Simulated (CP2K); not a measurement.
Consider thioanisole at its PBE geometry (Å).

```xyz
16

C    -2.7997   -0.8700   -0.3696
S    -1.9990    0.7050   -0.7434
C    -0.3250    0.4493   -0.2456
C     0.1847   -0.7527    0.2715
C     1.5337   -0.8417    0.6354
C     2.3871    0.2541    0.4917
C     1.8788    1.4537   -0.0223
C     0.5382    1.5544   -0.3879
H    -3.8528   -0.7379   -0.6471
H    -2.3779   -1.6913   -0.9632
H    -2.7434   -1.1084    0.7004
H    -0.4572   -1.6227    0.3947
H     1.9147   -1.7817    1.0357
H     3.4358    0.1773    0.7760
H     2.5309    2.3198   -0.1392
H     0.1510    2.4930   -0.7871
```

Method: CP2K XAS_TDP, all-electron GAPW, PBEh(45%), aug-cc-pVDZ, TDA, GW2X-corrected core level, no relativity.

Question: Predict the bright core excitations at the C K edge.

Leading lines: C1 289.92 eV, C3 287.36 eV, C4 287.10 eV, C5 287.16 eV and C6 287.17 eV. The leading line of an atom is its first one with 35 % of the strongest within 2.5 eV of its lowest line over the strength cut. Core ionisation energies at this level: C4 291.70, C5 291.98, C6 291.71, C1 292.73 and C3 292.16 eV.

The first six lines of each atom with a strength over 0.0015:

```csv
atom,energy (eV),states,"strength, one atom",above the computed threshold
C1 (bonded to S and 3 H),289.92,1,0.0318,
,290.61,1,0.0165,
,291.15,1,0.0168,
,291.21,1,0.0229,
,291.62,1,0.0070,
,291.97,1,0.0019,
C3 (bonded to 2 C and S),287.36,1,0.0552,
,289.90,1,0.0351,
,291.15,1,0.0029,
,291.47,1,0.0016,
,292.85,1,0.0018,yes
,293.47,2,0.0088,yes
C4 (bonded to 2 C and H),287.10,1,0.0489,
,289.84,1,0.0087,
,290.58,1,0.0019,
,290.85,1,0.0035,
,291.08,1,0.0020,
,291.23,1,0.0022,
C5 (bonded to 2 C and H),287.16,1,0.0519,
,290.03,1,0.0106,
,291.15,1,0.0021,
,291.51,1,0.0019,
,291.87,1,0.0021,
,292.25,1,0.0016,yes
C6 (bonded to 2 C and H),287.17,1,0.0499,
,289.82,1,0.0099,
,291.65,1,0.0015,
,291.94,1,0.0039,yes
,292.65,1,0.0020,yes
,292.66,1,0.0025,yes
```

Lines are vertical, at one geometry, with no vibrational structure. GW2X ionisation energies and lines can be off by 1 to 2 eV either way, and a good line position may hide errors that cancel. Atoms with the same bonds but other surroundings in this conformer are left out. These values hold no scalar relativity, about 0.1 eV for C 1s. Rydberg lines, and the discretised continuum above threshold, depend on the basis and the box.

[Banner, clock and machine lines of the logs are left out without a mark of their own.]

[Logs are printed without paths, hosts, clocks, repeated set-up lines and the standing remarks that a program may print on its own settings, such as how far it seeks lower states.]

[Hosts, paths, dates, database ids (printed as entryN), source tags and the programs' standing remarks are cut or masked in the printed files.]
